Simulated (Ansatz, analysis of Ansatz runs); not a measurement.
## A hop of H in Li2CdCl4 (Imma), charge +1

Wanted: path and barrier of a jump of H in Li2CdCl4 (Imma) at charge +1. The case: H transfer from Cl to Cl, in a cell of 56 host atoms with 1 H put in.

Method: plane-wave PAW DFT, PBEsol; nudged elastic band between two relaxed defect structures at fixed charge in a uniform background, in Ansatz 0.2.0.

## (1) The system as given

The cell holds 57 atoms: 16 Li, 8 Cd, 32 Cl and 1 H. Its edges and angles: a = 12.949 Å, b = 12.809 Å, c = 10.609 Å, α = 66.4°, β = 65.0°, γ = 48.6°. It derives from Li2CdCl4 (space group Imma). Nearest the centre at fractional (0.752, 0.502, 0.498): H57 at 0.46 Å, Cl27 at 1.76 Å, Cl36 at 1.76 Å, Li8 at 1.85 Å, Li11 at 1.85 Å, Cl32 at 3.13 Å, Cl39 at 3.13 Å, Cd20 at 3.21 Å. The cell carries charge +1.

The cell's shortest repeat is 10.6 Å.

## (2) Relaxation of the start point, charge +1

The ends come first: from an unrelaxed start the top is counted from too high an energy, and the barrier comes out too low. Small random displacements break the symmetry of the ideal sites, so that the defect can distort if it gains by it. The charge of +1 is set by the electron count, and a uniform background keeps the cell neutral.

qp1.start/input.yaml reads:

```yaml
crystal:
  lattice:
    - [0.0, 7.62069338, 10.46883164]
    - [7.38023042, 0.0, 10.46883164]
    - [7.38023042, 7.62069338, 0.0]
  atoms:
    - { symbol: Li, position: [0.19605462, 0.44605462, 0.05394538] }
    - { symbol: Li, position: [0.44605462, 0.69605462, 0.30394538] }
    - { symbol: Li, position: [0.69605462, 0.94605462, 0.55394538] }
    - { symbol: Li, position: [0.94605462, 0.19605462, 0.80394538] }
    - { symbol: Li, position: [0.125, 0.625, 0.625] }
    - { symbol: Li, position: [0.375, 0.875, 0.875] }
    - { symbol: Li, position: [0.625, 0.125, 0.125] }
    - { symbol: Li, position: [0.875, 0.375, 0.375] }
    - { symbol: Li, position: [0.125, 0.125, 0.125] }
    - { symbol: Li, position: [0.375, 0.375, 0.375] }
    - { symbol: Li, position: [0.625, 0.625, 0.625] }
    - { symbol: Li, position: [0.875, 0.875, 0.875] }
    - { symbol: Li, position: [0.05394538, 0.80394538, 0.19605462] }
    - { symbol: Li, position: [0.30394538, 0.05394538, 0.44605462] }
    - { symbol: Li, position: [0.55394538, 0.30394538, 0.69605462] }
    - { symbol: Li, position: [0.80394538, 0.55394538, 0.94605462] }
    - { symbol: Cd, position: [0.0, 0.0, 0.5] }
    - { symbol: Cd, position: [0.25, 0.25, 0.75] }
    - { symbol: Cd, position: [0.5, 0.5, 0.0] }
    - { symbol: Cd, position: [0.75, 0.75, 0.25] }
    - { symbol: Cd, position: [0.0, 0.5, 0.5] }
    - { symbol: Cd, position: [0.25, 0.75, 0.75] }
    - { symbol: Cd, position: [0.5, 0.0, 0.0] }
    - { symbol: Cd, position: [0.75, 0.25, 0.25] }
    - { symbol: Cl, position: [0.13698115, 0.11817834, 0.88182166] }
    - { symbol: Cl, position: [0.38698115, 0.36817834, 0.13182166] }
    - { symbol: Cl, position: [0.63698115, 0.61817834, 0.38182166] }
    - { symbol: Cl, position: [0.88698115, 0.86817834, 0.63182166] }
    - { symbol: Cl, position: [0.24656242, 0.7496538, 0.50343758] }
    - { symbol: Cl, position: [0.49656242, 0.9996538, 0.75343758] }
    - { symbol: Cl, position: [0.74656242, 0.2496538, 0.00343758] }
    - { symbol: Cl, position: [0.99656242, 0.4996538, 0.25343758] }
    - { symbol: Cl, position: [0.11817834, 0.63698115, 0.86301885] }
    - { symbol: Cl, position: [0.36817834, 0.88698115, 0.11301885] }
    - { symbol: Cl, position: [0.61817834, 0.13698115, 0.36301885] }
    - { symbol: Cl, position: [0.86817834, 0.38698115, 0.61301885] }
    - { symbol: Cl, position: [0.2496538, 0.24656242, 0.0003462] }
    - { symbol: Cl, position: [0.4996538, 0.49656242, 0.2503462] }
    - { symbol: Cl, position: [0.7496538, 0.74656242, 0.5003462] }
    - { symbol: Cl, position: [0.9996538, 0.99656242, 0.7503462] }
    - { symbol: Cl, position: [0.0003462, 0.00343758, 0.2496538] }
    - { symbol: Cl, position: [0.2503462, 0.25343758, 0.4996538] }
    - { symbol: Cl, position: [0.5003462, 0.50343758, 0.7496538] }
    - { symbol: Cl, position: [0.7503462, 0.75343758, 0.9996538] }
    - { symbol: Cl, position: [0.13182166, 0.61301885, 0.38698115] }
    - { symbol: Cl, position: [0.38182166, 0.86301885, 0.63698115] }
    - { symbol: Cl, position: [0.63182166, 0.11301885, 0.88698115] }
    - { symbol: Cl, position: [0.88182166, 0.36301885, 0.13698115] }
    - { symbol: Cl, position: [0.00343758, 0.5003462, 0.74656242] }
    - { symbol: Cl, position: [0.25343758, 0.7503462, 0.99656242] }
    - { symbol: Cl, position: [0.50343758, 0.0003462, 0.24656242] }
    - { symbol: Cl, position: [0.75343758, 0.2503462, 0.49656242] }
    - { symbol: Cl, position: [0.11301885, 0.13182166, 0.36817834] }
    - { symbol: Cl, position: [0.36301885, 0.38182166, 0.61817834] }
    - { symbol: Cl, position: [0.61301885, 0.63182166, 0.86817834] }
    - { symbol: Cl, position: [0.86301885, 0.88182166, 0.11817834] }
    - { symbol: H, position: [0.721293, 0.53221, 0.46779] }
total_charge: 1
basis:
  ecutwfc: 420
  xc_grid: 2
hamiltonian:
  xc: pbesol
kpoints:
  mp_grid: { grid: [1, 1, 1], shift: [0.25, 0.25, 0.25] }
scf:
  occupations: { method: fixed }
  max_iter: 100
output:
  forces: true
relax:
  f_tol: 0.02
  max_steps: 70
  random_displacement: { amplitude: 0.03, seed: 40 }
```

Launch:

```console
$ ansatz run input.yaml --threads 4 --pin off --max-ram 14131MiB --backend cpu --events-out ev --progress --plain --runs-dir out
```

Output:

```text
The last accepted step is kept in <dir> (removed where the run ends without a failure and the disk answers)
Engine: ansatz 0.2.0, aarch64-unknown-linux-gnu
Pseudopotentials: kind: paw
Pseudopotential: Li, paw, valence charge 3, recommended cutoff 420 eV (normal), Li.paw.azcp
Pseudopotential: Cd, paw, valence charge 20, recommended cutoff 420 eV (normal), Cd.paw.azcp
Pseudopotential: Cl, paw, valence charge 7, recommended cutoff 420 eV (normal), Cl.paw.azcp
Pseudopotential: H, paw, valence charge 1, recommended cutoff 420 eV (normal), H.paw.azcp
Functional definition: PBEsol
  exchange = pbesol_x
  correlation = pbesol_c
Crystal: 57 atoms, lattice volume = 1177.586 Å³
Basis set: ecut = 420 eV, 23051 PW (Γ), exchange–correlation on 180×180×144 points (8 copies of the dense FFT grid, shifted against one another)
Bands: 273, of which v1, the nominal top of the filled ones, is band 216 counted from 1 (215 counted from 0)
Symmetry: 1 space group operations
k-points: 1
Non-local potential: Li, projectors of the file, l = 0: 3, l = 1: 2, l = 2: 1
Non-local potential: Cd, projectors of the file, l = 0: 3, l = 1: 2, l = 2: 2, l = 3: 1
Non-local potential: Cl, projectors of the file, l = 0: 2, l = 1: 2, l = 2: 2
Non-local potential: H, projectors of the file, l = 0: 2, l = 1: 1
PAW form: soft (Blöchl's): semilocal exchange-correlation on the pseudo side does not see the compensation charge
PAW frozen core: Cd, regenerated for the run's functional, and the local potential with it (the file was generated under x = pbe(κ = 0.804, μ = 0.219515), c = pbe(β = 0.066725))
PAW frozen core: Cl, regenerated for the run's functional, and the local potential with it (the file was generated under x = pbe(κ = 0.804, μ = 0.219515), c = pbe(β = 0.066725))
PAW one-centre angular grid: Li, 110 points (default); XC on 64 Gauss nodes
PAW one-centre angular grid: Cd, 590 points (default); XC on 64 Gauss nodes
PAW one-centre angular grid: Cl, 110 points (default); XC on 64 Gauss nodes
PAW one-centre angular grid: H, 110 points (default); XC on 64 Gauss nodes
Initial density: superposition of atomic densities (neutral atoms scaled as one to the charged cell's electrons: chi_scale 0, normalization atom), corrected by the library's trained network
Initial wavefunctions: pseudopotential atomic-orbital guess
Functional: x = pbesol(κ = 0.804, μ = 0.123457), c = pbesol(β = 0.046)
SCF iter   1: F=—  HF=-102769.361639 eV  |F-HF|=—  |Δ(HF+E_count)|=         —  Δρ=6.21e-3  dr2=9.45e-1  ethr=1.77e-3  ⟨swp⟩=5.0  Hψ=830  notcnv=0  defer=55
preconditioner: auto → Resta (q_TF=auto, 2.308 Å⁻¹)  ε∞=3.4  [insulator: Δε(μ)=3.716 eV  Ē_g=12.849 eV  n_scr=242 (ndim 8)  ℏωp=19.8 eV  f_vac=0.059  ε∞_Penn≈3.4]
SCF iter   2: F=—  HF=-102769.076831 eV  |F-HF|=—  |Δ(HF+E_count)|=   2.85e-1  Δρ=1.93e-3  dr2=1.12e-1  ethr=2.19e-4  ⟨swp⟩=3.0  Hψ=427  notcnv=0  defer=55
SCF iter   3: F=—  HF=-102769.041460 eV  |F-HF|=—  |Δ(HF+E_count)|=   3.54e-2  Δρ=7.53e-4  dr2=1.40e-2  ethr=2.59e-5  ⟨swp⟩=3.0  Hψ=397  notcnv=0  defer=55
SCF iter   4: F=—  HF=-102769.037083 eV  |F-HF|=—  |Δ(HF+E_count)|=   4.38e-3  Δρ=2.60e-4  dr2=1.25e-3  ethr=3.24e-6  ⟨swp⟩=3.0  Hψ=460  notcnv=0  defer=55
SCF iter   5: F=—  HF=-102769.038255 eV  |F-HF|=—  |Δ(HF+E_count)|=   1.17e-3  Δρ=7.67e-5  dr2=9.73e-5  ethr=2.90e-7  ⟨swp⟩=2.0  Hψ=394  notcnv=0  defer=55
SCF iter   6: F=-102769.038281 eV  HF=-102769.038278 eV  |F-HF|=2.10e-6  |Δ(HF+E_count)|=   2.34e-5  Δρ=1.65e-5  dr2=4.11e-6  ethr=2.31e-9  ⟨swp⟩=4.0  Hψ=877  notcnv=0
SCF 1 converged in 6 iterations: F = -102769.038281 eV  dr2 = 4.11e-6
  greatest PAW one-centre occupation: 1.000 electrons in one spin orbital (limit 2), on the Cd atom at site 19 (counted from 0), in its partial waves of l = 0
relax step   1: F+E_penalty+E_count = -102769.03828052 eV  Δ(F+E_penalty+E_count) = +0.000e0 eV  max|allowed force component| = 1.320e0 eV/Å  Δτ_max = 0.0000 Å  (6 SCF iters, dr2 threshold 1.00e-5 eV, accepted)
[... the SCF cycles and remarks between the steps are left out from here to the last step ...]
relax step   2: F+E_penalty+E_count = -102769.89694150 eV  Δ(F+E_penalty+E_count) = -8.587e-1 eV  max|allowed force component| = 6.147e-1 eV/Å  Δτ_max = 0.1948 Å  (5 SCF iters, dr2 threshold 1.00e-4 eV, accepted)
relax step   3: F+E_penalty+E_count = -102770.17760161 eV  Δ(F+E_penalty+E_count) = -2.807e-1 eV  max|allowed force component| = 4.089e-1 eV/Å  Δτ_max = 0.1944 Å  (6 SCF iters, dr2 threshold 2.36e-5 eV, accepted)
relax step   4: F+E_penalty+E_count = -102770.21168726 eV  Δ(F+E_penalty+E_count) = -3.409e-2 eV  max|allowed force component| = 6.906e-2 eV/Å  Δτ_max = 0.0709 Å  (5 SCF iters, dr2 threshold 3.63e-5 eV, accepted)
relax step   5: F+E_penalty+E_count = -102770.22079749 eV  Δ(F+E_penalty+E_count) = -9.110e-3 eV  max|allowed force component| = 6.390e-2 eV/Å  Δτ_max = 0.0511 Å  (7 SCF iters, accepted)
relax step   6: F+E_penalty+E_count = -102770.21978312 eV  Δ(F+E_penalty+E_count) = +1.014e-3 eV  max|allowed force component| = 9.753e-2 eV/Å  Δτ_max = 0.1817 Å  (7 SCF iters, rejected (line search))
relax step   7: F+E_penalty+E_count = -102770.22600567 eV  Δ(F+E_penalty+E_count) = -5.208e-3 eV  max|allowed force component| = 4.070e-2 eV/Å  Δτ_max = 0.0788 Å  (7 SCF iters, accepted)
relax step   8: F+E_penalty+E_count = -102770.22787980 eV  Δ(F+E_penalty+E_count) = -1.874e-3 eV  max|allowed force component| = 4.101e-2 eV/Å  Δτ_max = 0.0414 Å  (6 SCF iters, dr2 threshold 6.72e-7 eV, accepted)
relax step   9: F+E_penalty+E_count = -102770.22841616 eV  Δ(F+E_penalty+E_count) = -5.364e-4 eV  max|allowed force component| = 9.643e-3 eV/Å  Δτ_max = 0.0146 Å  (5 SCF iters, dr2 threshold 6.82e-7 eV, accepted)
iter 1 solved again at ethr=2.81e-11 eV; its pass at ethr=3.10e-3 eV (dr2=1.21e-7 eV) is discarded
SCF iter   1: F=—  HF=-102770.228364 eV  |F-HF|=—  |Δ(HF+E_count)|=         —  Δρ=2.92e-6  dr2=1.21e-7  ethr=2.81e-11  ⟨swp⟩=1.0  Hψ=584  notcnv=0  defer=48
SCF iter   2: F=-102770.228416 eV  HF=-102770.228416 eV  |F-HF|=2.01e-8  |Δ(HF+E_count)|=   5.26e-5  Δρ=1.52e-6  dr2=4.36e-8  ethr=2.31e-11  ⟨swp⟩=2.0  Hψ=883  notcnv=0
SCF 10 converged in 2 iterations: F = -102770.228416 eV  dr2 = 4.36e-8
relax step  10: F+E_penalty+E_count = -102770.22841618 eV  Δ(F+E_penalty+E_count) = -2.229e-8 eV  max|allowed force component| = 9.640e-3 eV/Å  Δτ_max = 0.0000 Å  (2 SCF iters, accepted)
SCF converged after 2 iterations
Free energy (F): -102770.228416 eV
Harris-Foulkes:  -102770.228416 eV  (|F-HF|=2.01e-8)
Internal energy: -102770.228416 eV  (E = F + TS)
E sigma→0 (E₀):  -102770.228416 eV
Fermi energy:    2.609024 eV
--- Per-component energies (eV) ---
  E_band       = -6418.978528
  E_kinetic    = 9544.603000
  E_local      = -48616.841165  (includes V_loc(G=0)·N_el)
  E_nonlocal   = 706.505558
  E_hartree    = 21130.020383
  E_xc         = -4962.471066
  E_vxc        = -5869.853277  (∫ρ·V_xc dr)
  E_paw        = -52978.771403  (= ΣΔE_a)
  E_vpaw       = -4443.437893  (= ΣTr[D̂ρ^β])
  E_aug_tail   = 0.002357  (compensation charges beyond the density's cutoff)
  E_ewald      = -27598.521585
  E_core_change = 5.245505  (= ΣΔE_core)
  E_smearing   = -0.000000  (= −TS)
  E_closure    = 0.000000  (closes the sum)
  E_deformation_potential = 10.968062  (in the stress; not in F)
  Σ components = -102770.228416   (vs F -102770.228416, Δ=0.00e0)
--- Forces (eV/Å), atoms counted from 1 ---
  atom   1  Li    -0.00046289     0.00036005    -0.00019026
  atom   2  Li     0.00051045    -0.00365329    -0.00160072
  [... 5 atoms left out ...]
  atom   8  Li     0.00029115    -0.00356045    -0.00160239
  [... 2 atoms left out ...]
  atom  11  Li     0.00158545    -0.00321957    -0.00167482
  [... 8 atoms left out ...]
  atom  20  Cd    -0.00143276    -0.00924045    -0.00388161
  atom  21  Cd    -0.00100846    -0.00697848    -0.00027229
  [... 5 atoms left out ...]
  atom  27  Cl    -0.00054593    -0.00621575    -0.00384274
  [... 4 atoms left out ...]
  atom  32  Cl     0.00069400     0.00765677    -0.00145328
  [... 3 atoms left out ...]
  atom  36  Cl    -0.00015248    -0.00770258     0.00324702
  [... 2 atoms left out ...]
  atom  39  Cl     0.00004352     0.00809672    -0.00102367
  [... 12 atoms left out ...]
  atom  52  Cl     0.00089374     0.00361190     0.00149367
  [... 4 atoms left out ...]
  atom  57  H     -0.00130034     0.00934431     0.00329105
  max |Σ_I F_I| component: 6.14e-5 eV/Å
--- Relaxed structure (10 steps of the walk, 9 accepted, 0 SCFs on fresh bases) ---
  F+E_penalty+E_count = -102770.22841618 eV   max|allowed force component| = 9.640e-3 eV/Å
  atoms:
    - { symbol: Li, position: [0.199088, 0.444708, 0.049429] }
    - { symbol: Li, position: [0.409326, 0.703775, 0.296895] }
    [... 5 atoms left out ...]
    - { symbol: Li, position: [0.920070, 0.343938, 0.346516] }
    [... 2 atoms left out ...]
    - { symbol: Li, position: [0.609941, 0.654168, 0.656554] }
    [... 8 atoms left out ...]
    - { symbol: Cd, position: [0.761756, 0.758379, 0.242143] }
    - { symbol: Cd, position: [0.001020, 0.504482, 0.496188] }
    [... 5 atoms left out ...]
    - { symbol: Cl, position: [0.638338, 0.613039, 0.387563] }
    [... 4 atoms left out ...]
    - { symbol: Cl, position: [0.994880, 0.502157, 0.251984] }
    [... 3 atoms left out ...]
    - { symbol: Cl, position: [0.850190, 0.402420, 0.598302] }
    [... 2 atoms left out ...]
    - { symbol: Cl, position: [0.748020, 0.749076, 0.497975] }
    [... 12 atoms left out ...]
    - { symbol: Cl, position: [0.757027, 0.252036, 0.492133] }
    [... 4 atoms left out ...]
    - { symbol: H, position: [0.722217, 0.514295, 0.486416] }
```

The job ended after 1.7 min (4 threads of Arm Neoverse V1, shared host; peak memory 1.9 GiB; 6.4 min of CPU time).

In the SCF lines HF is the Harris–Foulkes energy and dr2 the Hartree energy of the density residual, in eV; the loop may stop once dr2 is under the threshold and the program's other checks hold. Hψ counts applications of the Hamiltonian.

The steps of the relaxation:

```csv
step,energy less that of the first step (eV),largest force component (eV/Å)
1,0.0000,1.3201
2,-0.8587,0.6147
3,-1.1393,0.4089
4,-1.1734,0.0691
5,-1.1825,0.0639
6,-1.1815,0.0975
7,-1.1877,0.0407
8,-1.1896,0.0410
9,-1.1901,0.0096
10,-1.1901,0.0096
```

Relaxation step 6 was tried and not accepted.

The atoms that moved most (Å, from the sites as typed, ahead of the random displacement, the mean shift of all atoms taken out):

```
atom      dx      dy      dz  length
 Li8  -0.444   0.127   0.146   0.484
Li11   0.444   0.127   0.147   0.484
 Li2   0.000  -0.333  -0.305   0.451
Cl36   0.001  -0.248  -0.028   0.250
 H57   0.001   0.150  -0.179   0.233
Cd20  -0.001   0.031   0.210   0.212
Cl53  -0.123   0.098  -0.009   0.157
Cl55   0.123   0.097  -0.010   0.157
```

Neighbours of H57 at the end:

| atom | distance (Å) |
| --- | --- |
| Cl27 | 1.401 |
| Cl36 | 1.836 |
| Li11 | 2.348 |
| Li8 | 2.350 |
| Cl52 | 3.058 |
| Cl43 | 3.059 |
| Cl39 | 3.291 |
| Cl32 | 3.292 |

Read from the output:

```
free energy                                                                                       : -102770.2284 eV
r.m.s. move of the farther half of the atoms                                                      : 0.04943 Å
largest move from the ideal geometry of this structure, a common shift of the far atoms taken out : 0.4859 Å
```

The relaxation gained 1.190 eV and ended with a largest force component of 0.0096 eV/Å.

(Continued in part 2 of 4.)

[Long decimals in the printed logs are rounded to 6 places.]

[Repeated set-up lines and some long k-point lines are left out of the logs, and relaxed atomic positions are cut to six decimals.]

[Logs are printed without paths, hosts, clocks, repeated set-up lines and the standing remarks that a program may print on its own settings, such as how far it seeks lower states.]

[Hosts, paths, dates, database ids (printed as entryN), source tags and the programs' standing remarks are cut or masked in the printed files.]
